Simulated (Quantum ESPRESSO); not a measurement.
## Mo2C: which magnetic order is lowest

Aim: find out which collinear order of Mo2C costs least.

Calculated with Quantum ESPRESSO 7.5; LDA; plane waves with GBRV 1.5 LDA potentials, no spin-orbit coupling.

This is a report of a sequence of runs, with most program output left out.

### 1. Set-up

Symmetry: Pbcn, No. 60, orthorhombic system. Conventional cell: a = 4.735 Å, b = 6.025 Å, c = 5.210 Å, α = 90.00°, β = 90.00°, γ = 90.00°. Nearest to Mo lie 3 C at 2.09 to 2.12 Å. Nearest to C lie 6 Mo at 2.09 to 2.12 Å. Farther neighbours are not listed.

The cell comes from the Crystallography Open Database.

### 2. Start 1: ferro ++++++++

The signs are those of the starting moments on the seeded atoms, the atoms that are given a moment.

Contents of pw.in:

```
&CONTROL
  calculation = 'scf'
  prefix = 'pwscf'
  outdir = './tmp'
  pseudo_dir = './pseudo'
  disk_io = 'nowf'
/
&SYSTEM
  ibrav = 0
  celldm(1) = 8
  nat = 12
  ntyp = 2
  ecutwfc = 40
  ecutrho = 280
  nbnd = 85
  occupations = 'smearing'
  smearing = 'fd'
  degauss = 0.00734986
  nspin = 2
  starting_magnetization(1) = 0.0714
  starting_magnetization(2) = 0
/
&ELECTRONS
  conv_thr = 2.4d-08
  electron_maxstep = 150
  mixing_beta = 0.3
/
ATOMIC_SPECIES
Mo     95.9500 mo_lda_v1.uspp.F.UPF
C      12.0110 c_lda_v1.2.uspp.F.UPF
CELL_PARAMETERS alat
   1.1184816500129    0.0000000000000    0.0000000000000
   0.0000000000000    1.4231999876088    0.0000000000000
   0.0000000000000    0.0000000000000    1.2306841386625
ATOMIC_POSITIONS crystal
Mo      0.2450000000    0.1250000000    0.0830000000
Mo      0.2550000000    0.3750000000    0.5830000000
Mo      0.7450000000    0.3750000000    0.9170000000
Mo      0.7550000000    0.1250000000    0.4170000000
Mo      0.7550000000    0.8750000000    0.9170000000
Mo      0.7450000000    0.6250000000    0.4170000000
Mo      0.2550000000    0.6250000000    0.0830000000
Mo      0.2450000000    0.8750000000    0.5830000000
C       0.0000000000    0.3750000000    0.2500000000
C       0.5000000000    0.1250000000    0.7500000000
C       0.0000000000    0.6250000000    0.7500000000
C       0.5000000000    0.8750000000    0.2500000000
K_POINTS automatic
6 6 6 0 0 0
```

Run with:

```sh
$ OMP_NUM_THREADS=1 mpirun -n 4 pw.x -nk 4 -in pw.in > pw.out
```

Run time: 3.5 min. Hardware: 4 MPI ranks of Intel Xeon Platinum 8488C (Sapphire Rapids), shared host; peak memory 1.4 GiB; 14 min of CPU time.

Spin moment in the atom's sphere by atom:

| atom | spin moment in the atom's sphere (μB) |
| --- | --- |
| Mo1 | 0.0000 |
| Mo2 | 0.0000 |
| Mo3 | 0.0000 |
| Mo4 | 0.0000 |
| Mo5 | 0.0000 |
| Mo6 | 0.0000 |
| Mo7 | 0.0000 |
| Mo8 | 0.0000 |
| C9 | -0.0001 |
| C10 | -0.0001 |
| C11 | -0.0001 |
| C12 | -0.0001 |

Read from the output:

| Property | Result |
| --- | --- |
| smearing term TS | 0.2278 eV |
| magnetization | 0 μB |
| absolute magnetization | 0 μB |
| final state | non-magnetic |

### 3. Start 2: antiferro +−−+−++−

Contents of pw.in:

```
&CONTROL
  calculation = 'scf'
  prefix = 'pwscf'
  outdir = './tmp'
  pseudo_dir = './pseudo'
  disk_io = 'nowf'
/
&SYSTEM
  ibrav = 0
  celldm(1) = 8
  nat = 12
  ntyp = 3
  ecutwfc = 40
  ecutrho = 280
  nbnd = 81
  occupations = 'smearing'
  smearing = 'fd'
  degauss = 0.00734986
  nspin = 2
  starting_magnetization(1) = 0.0714
  starting_magnetization(2) = -0.0714
  starting_magnetization(3) = 0
/
&ELECTRONS
  conv_thr = 2.4d-08
  electron_maxstep = 150
  mixing_beta = 0.3
/
ATOMIC_SPECIES
Mo1    95.9500 mo_lda_v1.uspp.F.UPF
Mo2    95.9500 mo_lda_v1.uspp.F.UPF
C      12.0110 c_lda_v1.2.uspp.F.UPF
CELL_PARAMETERS alat
   1.1184816500129    0.0000000000000    0.0000000000000
   0.0000000000000    1.4231999876088    0.0000000000000
   0.0000000000000    0.0000000000000    1.2306841386625
ATOMIC_POSITIONS crystal
Mo1     0.2450000000    0.1250000000    0.0830000000
Mo2     0.2550000000    0.3750000000    0.5830000000
Mo2     0.7450000000    0.3750000000    0.9170000000
Mo1     0.7550000000    0.1250000000    0.4170000000
Mo2     0.7550000000    0.8750000000    0.9170000000
Mo1     0.7450000000    0.6250000000    0.4170000000
Mo1     0.2550000000    0.6250000000    0.0830000000
Mo2     0.2450000000    0.8750000000    0.5830000000
C       0.0000000000    0.3750000000    0.2500000000
C       0.5000000000    0.1250000000    0.7500000000
C       0.0000000000    0.6250000000    0.7500000000
C       0.5000000000    0.8750000000    0.2500000000
K_POINTS automatic
6 6 6 0 0 0
```

Run time: 3.6 min. Hardware: 4 MPI ranks; peak memory 1.2 GiB; 14 min of CPU time.

Spin moment in the atom's sphere by atom:

| atom | spin moment in the atom's sphere (μB) |
| --- | --- |
| Mo1 | 0.0000 |
| Mo2 | 0.0000 |
| Mo3 | 0.0000 |
| Mo4 | 0.0000 |
| Mo5 | 0.0000 |
| Mo6 | 0.0000 |
| Mo7 | 0.0000 |
| Mo8 | 0.0000 |
| C9 | 0.0000 |
| C10 | 0.0001 |
| C11 | 0.0001 |
| C12 | 0.0000 |

Numbers from this step:

* smearing term TS: 0.2278 eV
* magnetization: 0 μB
* absolute magnetization: 0 μB
* final state: non-magnetic

### 4. Run 3 (antiferro +−−+−−++)

pw.in, as its differences from that of step 3:

```diff
@@ -42,5 +42,5 @@
 Mo2     0.7550000000    0.8750000000    0.9170000000
-Mo1     0.7450000000    0.6250000000    0.4170000000
+Mo2     0.7450000000    0.6250000000    0.4170000000
 Mo1     0.2550000000    0.6250000000    0.0830000000
-Mo2     0.2450000000    0.8750000000    0.5830000000
+Mo1     0.2450000000    0.8750000000    0.5830000000
 C       0.0000000000    0.3750000000    0.2500000000
```

It took 7.7 min on 4 MPI ranks; peak memory 1.9 GiB.

Spin moment in the atom's sphere by atom:

| atom | spin moment in the atom's sphere (μB) |
| --- | --- |
| Mo1 | 0.0000 |
| Mo2 | -0.0001 |
| Mo3 | 0.0000 |
| Mo4 | 0.0001 |
| Mo5 | -0.0001 |
| Mo6 | 0.0001 |
| Mo7 | 0.0001 |
| Mo8 | -0.0001 |
| C9 | 0.0000 |
| C10 | 0.0000 |
| C11 | 0.0001 |
| C12 | -0.0001 |

Numbers from this step:

```
smearing term TS       : 0.2278 eV
magnetization          : 0 μB
absolute magnetization : 0 μB
final state            : non-magnetic
```

### 5. The states side by side

An order is kept where moments of 0.15 μB or more survive with the typed signs; meshes match where a doubled cell samples the same k points as the first cell.

Orders:

| start | final state | typed order kept | energy over the lowest (meV a seeded atom) | largest site moment (μB) | net moment (μB a cell of the first run) | mesh matched | CPU time (s) |
| --- | --- | --- | --- | --- | --- | --- | --- |
| ferro ++++++++ | non-magnetic | no | 0 | 0 | 0 | yes | 837.8 |
| antiferro +--+-++- | non-magnetic | no | 0 | 0 | 0 | yes | 869.3 |
| antiferro +--+--++ | non-magnetic | no | 0 | 0 | 0 | yes | 1836 |

### 6. Summary of results

```json
{
 "lowest state found": "non-magnetic (from ferro ++++++++, antiferro +--+-++- and antiferro +--+--++)",
 "largest site moment": "0 μB"
}
```

What this shows: The lowest state carries no moment, and no start kept one. This is the lowest of 3 collinear or spinless starts, no proof of the ground state. Energies are free energies at an electronic temperature of 1160 K, which lowers moments and differences where the moments are itinerant.

[Logs and program files are shortened in this print: banners, set-up blocks, solver, clock and traceback lines can be left out without a mark of their own.]

[Logs are printed without paths, hosts, clocks, repeated set-up lines and the standing remarks that a program may print on its own settings, such as how far it seeks lower states.]

[Hosts, paths, dates, database ids (printed as entryN), source tags and the programs' standing remarks are cut or masked in the printed files.]

[Where a cell is said to come from a database of computed structures, the database is the Materials Project.]
